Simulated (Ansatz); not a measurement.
# ScHg (Pm-3m): phonons along a line and the smearing, part 2 of 2

Does ScHg (Pm-3m) have a Kohn anomaly or a soft branch that a wide smearing hides?

Ansatz 0.2.0; DFT PBEsol, scalar-relativistic, plane waves, PAW.

So far. Step 2 (Relaxation): The largest force is now zero by symmetry and the largest stress component 0.014 GPa, small enough for phonons. Step 4 (Phonons along a line: Fermi–Dirac smearing of 0.25 eV): Against step 3 (now smearing width 0.25 eV), the free energy moves by -78.9 meV an atom. The relaxed cell has a = 3.468 Å (conventional setting).

## Step 5: Phonons along a line: Fermi–Dirac smearing of 0.04 eV

The smearing blurs the Fermi surface that screens the phonons; a Fermi–Dirac width is an electronic temperature.

The input, input.yaml:

```yaml
crystal:
  lattice:
    - [3.4683688511, 0.0, 0.0]
    - [0.0, 3.4683688511, 0.0]
    - [0.0, 0.0, 3.4683688511]
  atoms:
    - { symbol: Sc, position: [0.5, 0.5, 0.5] }
    - { symbol: Hg, position: [0.0, 0.0, 0.0] }
kpoints:
  mp_grid: { grid: [16, 16, 16] }
hamiltonian:
  xc: pbesol
scf:
  occupations: { method: fermi_dirac, width: 0.04 }
output:
  eigenvalues: true
phonons:
  method: dfpt
  qpoints:
    - [0, 0, 0]
    - [0.0, 0.0625, 0.0]
    - [0.0, 0.1875, 0.0]
    - [0.0, 0.3125, 0.0]
    - [0.0, 0.4375, 0.0]
```

Narrower smearing comes nearer the zero-temperature value but asks more of the mesh.

Run with:

```sh
> ansatz run input.yaml --threads 4 --pin off --max-ram 8192MiB --backend cpu --events-out ev --progress --plain --runs-dir out
```

Numbers of over 12 decimals in the logs are rounded to 6 here.

The log of the run:

```text
[...]
Crystal: 2 atoms, lattice volume = 41.723 Å³
Basis set: ecut = 420 eV, 799 PW (Γ), exchange–correlation on 48×48×48 points (8 copies of the dense FFT grid, shifted against one another)
Bands: 20, of which v1, the nominal top of the filled ones, is band 16 counted from 1 (15 counted from 0)
Symmetry: 48 space group operations
k-points: 165 of 4096
[...]
SCF iter   1: F=—  HF=-15780.474622 eV  |F-HF|=—  |Δ(HF+E_count)|=         —  Δρ=4.83e-3  dr2=1.05e-2  ethr=1.77e-3  ⟨swp⟩=4.3  Hψ=12637  notcnv=0
[...]
SCF iter   9: F=-15780.472093 eV  HF=-15780.472093 eV  |F-HF|=3.64e-12  |Δ(HF+E_count)|=  3.64e-12  Δρ=5.45e-8  dr2=8.90e-13  ethr=1.00e-12  ⟨swp⟩=4.9  Hψ=12552  notcnv=0
SCF 1 converged in 9 iterations: F = -15780.472093 eV  dr2 = 8.90e-13
[...]
SCF converged after 9 iterations
Free energy (F): -15780.472093 eV
[...]
Internal energy: -15780.460012 eV  (E = F + TS)
E sigma→0 (E₀):  -15780.466052 eV
Entropy (-TS):   -0.012081 eV (-6.041 meV/atom)
Fermi energy:    14.647200 eV
[...]
--- Band table (eV; the first three rows and the last of 165) ---
  k-point 0: bands = [... 12 lower, 7.4747, 7.4747, 14.9677, 14.9677, 17.1474, 17.1474, 17.1474, 19.5831]
  k-point 1: bands = [... 12 lower, 7.4658, 7.4779, 14.9503, 14.9538, 17.0167, 17.0167, 17.1384, 19.2467]
  k-point 2: bands = [... 12 lower, 7.4408, 7.4870, 14.8595, 14.9140, 16.7159, 16.7159, 17.1126, 18.5322]
  k-point 164: bands = [... 12 lower, 8.0045, 12.8257, 12.8257, 12.8257, 13.8058, 17.6959, 17.6959, 20.1436]
[...]
ASR residual: 8.688e-5 → 0.000e0 eV/Å²; symmetrization residual: 5.001e-6 eV/Å²
  ASR residual per site (eV/Å²): 8.69e-5 3.41e-5
  Γ frequencies (cm⁻¹): 0.00 0.00 0.00 144.58 144.58 144.58
[...]
--- Phonons (arbitrary-q DFPT): 5 explicit q-points ---
[...]
```

It took 4.2 min on 4 threads of Arm Neoverse V2, shared host; peak memory 2.5 GiB.

Each wavevector solved by linear response. Frequency against |q| along the line:

```csv
|q| along the line (Å⁻¹),mode 1 = mode 2 (cm⁻¹),mode 3 (cm⁻¹),mode 4 = mode 5 (cm⁻¹),mode 6 (cm⁻¹)
0.000,0,0,145,145
0.113,14.0,19.7,145,147
0.340,37.2,51.9,147,167
0.566,52.1,69.0,152,196
0.793,59.0,71.3,157,215
```

Against step 3 (now smearing width 0.04 eV), the free energy moves by +15.4 meV an atom.

## Step 6: Phonons along a line: Methfessel–Paxton smearing of 0.2 eV

Each wavevector is solved by itself, so no interpolation smooths a dip of the branch.

input.yaml: that of step 5 with these lines changed.

```diff
@@ -13,3 +13,3 @@
 scf:
-  occupations: { method: fermi_dirac, width: 0.04 }
+  occupations: { method: methfessel_paxton, width: 0.2 }
 output:
```

The log of the run:

```text
[...]
Crystal: 2 atoms, lattice volume = 41.723 Å³
Basis set: ecut = 420 eV, 799 PW (Γ), exchange–correlation on 48×48×48 points (8 copies of the dense FFT grid, shifted against one another)
Bands: 20, of which v1, the nominal top of the filled ones, is band 16 counted from 1 (15 counted from 0)
Symmetry: 48 space group operations
k-points: 165 of 4096
[...]
SCF iter   1: F=—  HF=-15780.468227 eV  |F-HF|=—  |Δ(HF+E_count)|=         —  Δρ=4.88e-3  dr2=1.09e-2  ethr=1.77e-3  ⟨swp⟩=4.4  Hψ=12015  notcnv=0
[...]
SCF iter   9: F=-15780.465584 eV  HF=-15780.465584 eV  |F-HF|=0.00e0  |Δ(HF+E_count)|=  1.82e-12  S|Δr|=    0.00e0  Δρ=5.58e-8  dr2=9.54e-13  ethr=1.00e-12  ⟨swp⟩=5.0  Hψ=12683  notcnv=0
SCF 1 converged in 9 iterations: F = -15780.465584 eV  dr2 = 9.54e-13
[...]
SCF converged after 9 iterations
Stability not checked: this state was not tested for a lower state beside it, because cold or Methfessel-Paxton smearing, or corrected tetrahedra, fill the levels in a way that the test cannot read (fill_not_monotonic; see scf.lower_state_search)
Free energy (F): -15780.465584 eV
[...]
Internal energy: -15780.462461 eV  (E = F + TS)
E sigma→0 (E₀):  -15780.464804 eV
Entropy (-TS):   -0.003123 eV (-1.562 meV/atom)
Fermi energy:    14.647616 eV
[...]
--- Band table (eV; the first three rows and the last of 165) ---
  k-point 0: bands = [... 12 lower, 7.4747, 7.4747, 14.9666, 14.9666, 17.1457, 17.1457, 17.1457, 19.5831]
  k-point 1: bands = [... 12 lower, 7.4659, 7.4779, 14.9491, 14.9527, 17.0150, 17.0150, 17.1366, 19.2466]
  k-point 2: bands = [... 12 lower, 7.4408, 7.4870, 14.8584, 14.9129, 16.7145, 16.7145, 17.1109, 18.5320]
  k-point 164: bands = [... 12 lower, 8.0045, 12.8252, 12.8252, 12.8252, 13.8060, 17.6940, 17.6940, 20.1433]
[...]
ASR residual: 3.579e-5 → 0.000e0 eV/Å²; symmetrization residual: 5.206e-6 eV/Å²
  ASR residual per site (eV/Å²): 3.58e-5 3.07e-5
  Γ frequencies (cm⁻¹): 0.00 0.00 0.00 144.98 144.98 144.98
[...]
--- Phonons (arbitrary-q DFPT): 5 explicit q-points ---
[...]
```

It took 4.4 min on 4 threads; peak memory 2.6 GiB; 17 min of CPU time.

Each wavevector solved by linear response. Table of frequency by |q| along the line:

```csv
|q| along the line (Å⁻¹),mode 1 = mode 2 (cm⁻¹),mode 3 (cm⁻¹),mode 4 = mode 5 (cm⁻¹),mode 6 (cm⁻¹)
0.000,0,0,145,145
0.113,13.8,19.6,145,147
0.340,36.8,51.7,147,167
0.566,52,68.6,152,196
0.793,59.2,70.9,157,213
```

Against step 3 (now occupations Methfessel-Paxton and smearing width 0.2 eV), the free energy moves by +18.6 meV an atom.

## Step 7: The lowest branch at each setting

The lowest frequency by |q| along the line:

```csv
|q| along the line (Å⁻¹),"fermi dirac 0.1 eV, k 16x16x16 (cm⁻¹)","fermi dirac 0.25 eV, k 16x16x16 (cm⁻¹)","fermi dirac 0.04 eV, k 16x16x16 (cm⁻¹)","methfessel paxton 0.2 eV, k 16x16x16 (cm⁻¹)"
0.000,0,0,0,0
0.113,13.9,14.0,14.0,13.8
0.340,37.6,38.3,37.2,36.8
0.566,52.7,54,52.1,52
0.793,59.6,61.1,59.0,59.2
```

## Step 8: Results

| Item | Value |
| --- | --- |
| phonon run of the rows without a label of their own | PBEsol, k 16×16×16 |
| lowest branch at the last solved point, Fermi–Dirac 0.1 eV | 59.6 cm⁻¹ at \|q\| = 0.793 Å⁻¹ |
| lowest branch at the last solved point, Fermi–Dirac 0.25 eV | 61.1 cm⁻¹ at \|q\| = 0.793 Å⁻¹ |
| lowest branch at the last solved point, Fermi–Dirac 0.04 eV | 59.0 cm⁻¹ at \|q\| = 0.793 Å⁻¹ |
| lowest branch at the last solved point, Methfessel–Paxton 0.2 eV | 59.2 cm⁻¹ at \|q\| = 0.793 Å⁻¹ |

What this shows: No branch softens by more than 4 % of the top frequency as the smearing narrows, so no anomaly that hangs on the smearing shows at these points. The line holds 5 wavevectors, so a narrow dip between them would be missed. Between Fermi–Dirac 0.25 eV and Fermi–Dirac 0.04 eV the largest change, with modes counted by rank of frequency, is in mode 6 at |q| = 0.793 Å⁻¹, from 208 to 215 cm⁻¹. Where branches cross, a count by rank can hide a softening. At the narrowest width the k mesh may not resolve the Fermi surface, so part of the change can be mesh noise. Spin–orbit coupling, left out here, matters for Hg.

[Logs are printed without paths, hosts, clocks, repeated set-up lines and the standing remarks that a program may print on its own settings, such as how far it seeks lower states.]

[Hosts, paths, dates, database ids (printed as entryN), source tags and the programs' standing remarks are cut or masked in the printed files.]
